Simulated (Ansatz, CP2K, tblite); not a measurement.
# Which run comes nearest? Random packing of 74GeS2-26As2S3 (mol %) (81 atoms)

Density of this cell: 3.31 g/cm³. The cell holds 81 atoms: 17 Ge, 52 S and 12 As. Cell: a = 12.407 Å, b = 12.407 Å, c = 12.407 Å, α = 90.0°, β = 90.0°, γ = 90.0°. 81 atoms (17 Ge, 52 S, 12 As) packed at random in a cube at 3.31 g/cm³ and pushed apart as soft spheres, cations and anions kept from their own kind; a start for melting by ab initio MD, not an equilibrated structure. Then every atom was moved at random, 0.05 Å r.m.s. a Cartesian component.

Geometry: as built.

The reference, a calculation:

| Quantity | Value |
| --- | --- |
| method | Kohn-Sham DFT, PBE, PAW, plane waves (Ansatz 0.2.0); cutoff 420 eV, Γ point, fermi-dirac smearing of 0.05 eV; PAW set soft_2 |
| r.m.s. force component | 0.907 eV/Å |
| longest force | 2.959 eV/Å |
| pressure | 0.7617 GPa |
| SCF cycles | 12 |
| time | 29 s on 4 threads of Arm Neoverse V2, shared host |
| CPU time | 1.8 min |

Q: Estimate the differences from the reference, the CPU time and the memory of each run.
- CP2K PBE, DZVP-MOLOPT-SR, 350/50 Ry, diagonalisation (CP2K 2026.2; 2 threads)
- CP2K PBE, DZVP-MOLOPT-SR, 122/50 Ry, diagonalisation (CP2K 2026.2; 1 thread)
- CP2K PBE, DZVP-MOLOPT-SR, 350/70 Ry, diagonalisation (CP2K 2026.2; 2 threads)
- CP2K PBE, DZVP-MOLOPT-SR, 244/50 Ry, diagonalisation (CP2K 2026.2; 2 threads)
- tblite GFN1-xTB (tblite 0.8.0; 1 thread)
- CP2K PBE, SZV-MOLOPT-SR, 350/50 Ry, diagonalisation (CP2K 2026.2; 1 thread)

Differences are against the plane-wave reference, forces as r.m.s. over components; share is that over the reference's r.m.s. force, slope the least-squares factor from reference forces to these. Total energies of different programs have different zeros and aren't compared.

```
                                                          run  Δ force, r.m.s. (meV/Å)  share (%)  slope  Δ pressure (GPa)  cores  CPU time  memory (GiB)
                                                    reference                        -          -      -                 -      4   1.8 min           2.7
         CP2K PBE, DZVP-MOLOPT-SR, 350/50 Ry, diagonalisation                     73.8       8.14  1.026             0.462      2   3.6 min           2.2
CP2K PBE, DZVP-MOLOPT-SR, 122/50 Ry, diagonalisation (coarse)                     73.8       8.14  1.026             0.462      1   2.4 min          0.74
         CP2K PBE, DZVP-MOLOPT-SR, 350/70 Ry, diagonalisation                     73.8       8.14  1.026             0.462      2   4.3 min           2.2
CP2K PBE, DZVP-MOLOPT-SR, 244/50 Ry, diagonalisation (coarse)                     73.8       8.14  1.026             0.462      2   3.1 min           1.4
                                              tblite GFN1-xTB                      766       84.5  0.832             -7.35      1     9.9 s          0.16
 CP2K PBE, SZV-MOLOPT-SR, 350/50 Ry, diagonalisation (coarse)                      765       84.4  1.405              4.22      1   3.9 min           2.0
```

Rows marked coarse were listed beforehand as settings not expected to be converged; some can still land near the reference.

CPU time is summed over cores on a shared host, where runs went side by side, so it is rough. Symmetry, cutoffs, thresholds, outputs and thread counts weren't matched or tuned between programs; memory under MPI is the largest rank's times the ranks.

The PBE runs in local orbitals, coarse settings apart, differ by 8.1 % in each run; basis, grid and potentials can all enter. Tight binding differs by 84 % (tblite GFN1-xTB); it is another model, with fitted parameters of its own, and the xTB methods hold dispersion. Runs with settings chosen to be coarse differ by 8.1 % (CP2K PBE, DZVP-MOLOPT-SR, 122/50 Ry, diagonalisation) to 84 % (CP2K PBE, SZV-MOLOPT-SR, 350/50 Ry, diagonalisation), their programs' other errors included. One electronic-structure run takes under half the reference's CPU time: tblite GFN1-xTB, at 84 % in 9.9 s against 1.8 min, too far off to be of use; its pressure misses by -7.3 GPa. Periodic xTB results under one method name differ between programs and library versions. The electronic-structure runs sample only Γ, in a cell whose shortest periodic width is 12 Å, which is coarse for a cell with partly filled levels.

[Logs are printed without paths, hosts, clocks, repeated set-up lines and the standing remarks that a program may print on its own settings, such as how far it seeks lower states.]

[Hosts, paths, dates, database ids (printed as entryN), source tags and the programs' standing remarks are cut or masked in the printed files.]
